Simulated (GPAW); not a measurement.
**NaI: optical spectrum from first principles**

Aim: the dielectric function of NaI, and the optical constants that follow from it.

Method: DFT, PBE, plane-wave PAW (GPAW data sets), scalar-relativistic, RPA, optical limit, in GPAW 26.7.0.

## (1) Starting point

The structure is cubic, space group Fm-3m (No. 225). Conventional cell: a = 6.473 Å, b = 6.473 Å, c = 6.473 Å, α = 90.00°, β = 90.00°, γ = 90.00°. Nearest to I lie 6 Na at 3.24 Å. Na has 6 I at 3.24 Å nearest. Farther neighbours and most contacts between anions are not listed.

Structure file:

```
I Na
1.0
     0.00000    3.23640    3.23640
     3.23640    0.00000    3.23640
     3.23640    3.23640    0.00000
I Na
1 1
Direct
  0.50000 0.50000 0.50000
  0.00000 0.00000 0.00000
```

## (2) Dielectric function, RPA

Transitions between filled and empty bands, summed over the zone, give the optical response, so mesh, band count and broadening shape it.

The induced potential is part of this response.

df.py reads:

```python
from gpaw.response.df import DielectricFunction

df = DielectricFunction('full.gpw', frequencies={'type': 'nonlinear', 'domega0': 0.03, 'omega2': 8},
                        ecut=50,
                        eta=0.15,
                        nbands=39,
                        txt='df.txt')
for direction in ['x']:
    df.get_dielectric_function(xc='RPA', direction=direction, filename=f'df_{direction}.csv')
```

Run with:

```console
OMP_NUM_THREADS=1 python df.py
```

Numbers of over 12 decimals in the logs are rounded to 6 here.

What it wrote:

```text
Using integrator: PointIntegrator
NonLinearFrequencyDescriptor(from 0.000 to 57.539 eV, 483 points)
Nonperiodic BCs:  [False False False]
Using integrator: PointIntegrator
NonLinearFrequencyDescriptor(from 0.000 to 57.539 eV, 483 points)
Nonperiodic BCs:  [False False False]

Calculating chi0 body with:
    Ground state adapter containing:
    Number of spins: 1
    Number of kpoints: 729
    Number of irreducible kpoints: 35
    Number of completely occupied states: 7
    Number of partially occupied states: 7

    Linear response parametrization:
    q_c: [0.0, 0.0, 0.0]
    Number of frequency points: 483
    Planewave cutoff: 50.0
    Number of bands: 39
    Number of planewaves: 59
    Broadening (eta): 0.15

Integrating chi0 body.

Symmetries of q_c:
    Direct symmetries (Uq -> q): 48
    Indirect symmetries (TUq -> q): 0
In total 48 allowed symmetries.

35 groups of equivalent kpoints. 95.198903% reduction.

Integral kind: spectral function

Calculating chi0 optical extensions with:
    Ground state adapter containing:
    Number of spins: 1
    Number of kpoints: 729
    Number of irreducible kpoints: 35
    Number of completely occupied states: 7
    Number of partially occupied states: 7

    Linear response parametrization:
    Number of frequency points: 483
    Planewave cutoff: 50.0
    Number of bands: 39
    Number of planewaves: 59
    Broadening (eta): 0.15
Integrating chi0 head and wings.

Symmetries of q_c:
    Direct symmetries (Uq -> q): 48
    Indirect symmetries (TUq -> q): 0
In total 48 allowed symmetries.

35 groups of equivalent kpoints. 95.198903% reduction.

Integral kind: spectral function wings
```

Run time: 7.6 s. Hardware: 1 thread of Arm Neoverse V2, shared host; peak memory 0.28 GiB.

Read-outs, printed or worked out from the files:

```
electronic dielectric constant ε∞, mean over x, y and z (by symmetry where fewer were run) : 3.039
main peak of Im epsilon, first axis                                                        : 5.819 eV
```

Values under the direct gap are tails of Lorentzian lines. Table of Im ε, E ∥ x by photon energy; read off at these points:

| photon energy (eV) | Im ε, E ∥ x |
| --- | --- |
| 0.000 | 0 |
| 0.250 | 0.00318 |
| 0.500 | 0.00642 |
| 0.750 | 0.00981 |
| 1.000 | 0.0134 |
| 1.250 | 0.0174 |
| 1.500 | 0.0218 |
| 1.750 | 0.0268 |
| 2.000 | 0.0327 |
| 2.250 | 0.0398 |
| 2.500 | 0.0489 |
| 2.750 | 0.0609 |
| 3.000 | 0.0784 |
| 3.250 | 0.109 |
| 3.500 | 0.192 |
| 3.750 | 0.306 |
| 4.000 | 0.559 |
| 4.250 | 0.821 |
| 4.500 | 0.802 |
| 4.750 | 1.09 |
| 5.000 | 1.67 |
| 5.250 | 1.94 |
| 5.500 | 2.86 |
| 5.750 | 4.85 |
| 5.816 | 5.01 |
| 6.000 | 4.70 |
| 6.250 | 4.56 |
| 6.500 | 4.07 |
| 6.750 | 3.38 |
| 7.000 | 3.01 |
| 7.250 | 2.96 |
| 7.500 | 3.18 |
| 7.750 | 3.13 |
| 8.000 | 3.07 |
| 8.250 | 3.49 |
| 8.500 | 3.30 |
| 8.750 | 3.19 |
| 9.000 | 2.68 |
| 9.250 | 2.84 |
| 9.500 | 2.49 |
| 9.750 | 1.99 |
| 10.000 | 1.79 |
| 10.250 | 1.94 |
| 10.500 | 1.87 |
| 10.750 | 1.75 |
| 11.000 | 1.20 |
| 11.250 | 1.05 |
| 11.500 | 1.08 |
| 11.750 | 0.911 |
| 12.000 | 0.762 |
| 12.250 | 0.803 |
| 12.500 | 0.755 |
| 12.750 | 0.741 |
| 13.000 | 0.745 |
| 13.250 | 0.528 |
| 13.500 | 0.433 |
| 13.750 | 0.562 |

Re ε, E ∥ x against photon energy:

| photon energy (eV) | Re ε, E ∥ x |
| --- | --- |
| 0.0 | 3.04 |
| 0.5 | 3.05 |
| 1.0 | 3.08 |
| 1.5 | 3.14 |
| 2.0 | 3.23 |
| 2.5 | 3.36 |
| 3.0 | 3.57 |
| 3.5 | 3.91 |
| 4.0 | 4.39 |
| 4.5 | 4.43 |
| 5.0 | 5.01 |
| 5.5 | 5.47 |
| 6.0 | 3.13 |
| 6.5 | 1.57 |
| 7.0 | 1.46 |
| 7.5 | 1.55 |
| 8.0 | 1.45 |
| 8.5 | 0.767 |
| 9.0 | 0.108 |
| 9.5 | -0.221 |
| 10.0 | -0.0128 |
| 10.5 | -0.124 |
| 11.0 | -0.400 |
| 11.5 | -0.0781 |
| 12.0 | 0.0843 |
| 12.5 | 0.134 |
| 13.0 | 0.131 |
| 13.5 | 0.374 |

Refractive index n and extinction k against photon energy:

| photon energy (eV) | n | k |
| --- | --- | --- |
| 0.0 | 1.74 | 0 |
| 0.5 | 1.75 | 0.00184 |
| 1.0 | 1.76 | 0.00382 |
| 1.5 | 1.77 | 0.00614 |
| 2.0 | 1.80 | 0.00909 |
| 2.5 | 1.83 | 0.0133 |
| 3.0 | 1.89 | 0.0208 |
| 3.5 | 1.98 | 0.0486 |
| 4.0 | 2.10 | 0.133 |
| 4.5 | 2.11 | 0.190 |
| 5.0 | 2.27 | 0.368 |
| 5.5 | 2.41 | 0.592 |
| 6.0 | 2.09 | 1.12 |
| 6.5 | 1.72 | 1.18 |
| 7.0 | 1.55 | 0.971 |
| 7.5 | 1.59 | 0.996 |
| 8.0 | 1.56 | 0.985 |
| 8.5 | 1.44 | 1.15 |
| 9.0 | 1.18 | 1.13 |
| 9.5 | 1.07 | 1.17 |
| 10.0 | 0.942 | 0.949 |
| 10.5 | 0.935 | 0.999 |
| 11.0 | 0.658 | 0.912 |
| 11.5 | 0.709 | 0.762 |
| 12.0 | 0.652 | 0.584 |
| 12.5 | 0.671 | 0.563 |
| 13.0 | 0.666 | 0.559 |
| 13.5 | 0.688 | 0.315 |

The reflectivity at normal incidence, E ∥ x has structure finer than the step of the table below, so its rows give means over 0.5 eV, whole bins alone (the curve runs from 0 to 14.0 eV). Peaks (eV: height): 5.77: 23.9, 8.83: 23.1, 9.62: 25.3, 10.88: 29.0, 11.79: 22.1, 13.08: 14.3.

Table of reflectivity at normal incidence, E ∥ x by photon energy; means over each step:

| photon energy (eV) | reflectivity at normal incidence, E ∥ x (%) |
| --- | --- |
| 0.5 | 7.39 |
| 1.0 | 7.53 |
| 1.5 | 7.77 |
| 2.0 | 8.13 |
| 2.5 | 8.67 |
| 3.0 | 9.49 |
| 3.5 | 10.8 |
| 4.0 | 12.4 |
| 4.5 | 13.3 |
| 5.0 | 15.9 |
| 5.5 | 20.2 |
| 6.0 | 22.8 |
| 6.5 | 21.2 |
| 7.0 | 17.0 |
| 7.5 | 17.0 |
| 8.0 | 17.8 |
| 8.5 | 21.3 |
| 9.0 | 21.9 |
| 9.5 | 24.2 |
| 10.0 | 20.2 |
| 10.5 | 22.1 |
| 11.0 | 26.2 |
| 11.5 | 20.2 |
| 12.0 | 16.8 |
| 12.5 | 13.0 |
| 13.0 | 12.9 |
| 13.5 | 7.47 |

The loss function −Im 1/ε at q → 0, E ∥ x has structure finer than the step of the table below, so its rows give means over 0.25 eV, whole bins alone (the curve runs from 0 to 14.0 eV). Peaks (eV: height): 13.254: 1.74.

Values under the direct gap are tails of Lorentzian lines. The loss function −Im 1/ε at q → 0, E ∥ x by energy loss; means over each step:

| energy loss (eV) | loss function −Im 1/ε at q → 0, E ∥ x |
| --- | --- |
| 0.25 | 3.4e-4 |
| 0.50 | 6.9e-4 |
| 0.75 | 0.00105 |
| 1.00 | 0.00141 |
| 1.25 | 0.00180 |
| 1.50 | 0.00221 |
| 1.75 | 0.00265 |
| 2.00 | 0.00314 |
| 2.25 | 0.00368 |
| 2.50 | 0.00432 |
| 2.75 | 0.00512 |
| 3.00 | 0.00619 |
| 3.25 | 0.00799 |
| 3.50 | 0.0129 |
| 3.75 | 0.0186 |
| 4.00 | 0.0296 |
| 4.25 | 0.0438 |
| 4.50 | 0.0407 |
| 4.75 | 0.0456 |
| 5.00 | 0.0594 |
| 5.25 | 0.0642 |
| 5.50 | 0.0751 |
| 5.75 | 0.103 |
| 6.00 | 0.146 |
| 6.25 | 0.171 |
| 6.50 | 0.214 |
| 6.75 | 0.247 |
| 7.00 | 0.264 |
| 7.25 | 0.253 |
| 7.50 | 0.254 |
| 7.75 | 0.266 |
| 8.00 | 0.267 |
| 8.25 | 0.262 |
| 8.50 | 0.287 |
| 8.75 | 0.312 |
| 9.00 | 0.366 |
| 9.25 | 0.360 |
| 9.50 | 0.400 |
| 9.75 | 0.489 |
| 10.00 | 0.551 |
| 10.25 | 0.519 |
| 10.50 | 0.525 |
| 10.75 | 0.539 |
| 11.00 | 0.743 |
| 11.25 | 0.910 |
| 11.50 | 0.928 |
| 11.75 | 1.08 |
| 12.00 | 1.28 |
| 12.25 | 1.22 |
| 12.50 | 1.29 |
| 12.75 | 1.23 |
| 13.00 | 1.33 |
| 13.25 | 1.66 |
| 13.50 | 1.34 |
| 13.75 | 0.937 |

At chosen wavelengths:

| wavelength (nm) | n | k | R (%) | 1/α |
| --- | --- | --- | --- | --- |
| 1064 | 1.76 | 0.005 | 7.6 | 19 µm |
| 633 | 1.79 | 0.009 | 8.1 | 5.7 µm |
| 405 | 1.90 | 0.022 | 9.6 | 1.5 µm |
| 365 | 1.96 | 0.037 | 10.5 | 785 nm |
| 308 | 2.11 | 0.147 | 12.9 | 166 nm |
| 248 | 2.27 | 0.368 | 16.1 | 54 nm |
| 193 | 1.80 | 1.198 | 22.4 | 13 nm |

Below the direct gap, k and the depth come from the tails of the Lorentzian lines, not from transitions.

Rows near the edge hang on the gap, which this functional as a rule makes too small, and phonon-assisted absorption is left out.

## (3) Results

- electronic dielectric constant ε∞, mean over x, y and z (by symmetry where fewer were run) (RPA): 3.04
- main peak of Im epsilon, first axis: 5.82 eV

In words: At this level (PBE, RPA) NaI has ε∞ = 3.04 and n = 1.75 at 1550 nm, and Im ε peaks at 5.8 eV. Local fields change the static value along x from 3.71 to 3.04 (-18 %). Distinct maxima of Im ε, read by a parabola through the highest points, lie at 5.82 eV (5.0), 8.28 eV (3.5) and 9.26 eV (2.9). Excitons and phonon-assisted transitions are missing; PBE gaps are as a rule too small, which pulls the onset down and ε∞ up. Spin-orbit coupling is left out although heavy atoms are present. The sum runs over mesh points, so small or evenly spaced maxima can still be ripples of the mesh.

[Machine, clock and banner lines and Python warnings are left out of the logs.]

[Logs are printed without paths, hosts, clocks, repeated set-up lines and the standing remarks that a program may print on its own settings, such as how far it seeks lower states.]

[Hosts, paths, dates, database ids (printed as entryN), source tags and the programs' standing remarks are cut or masked in the printed files.]
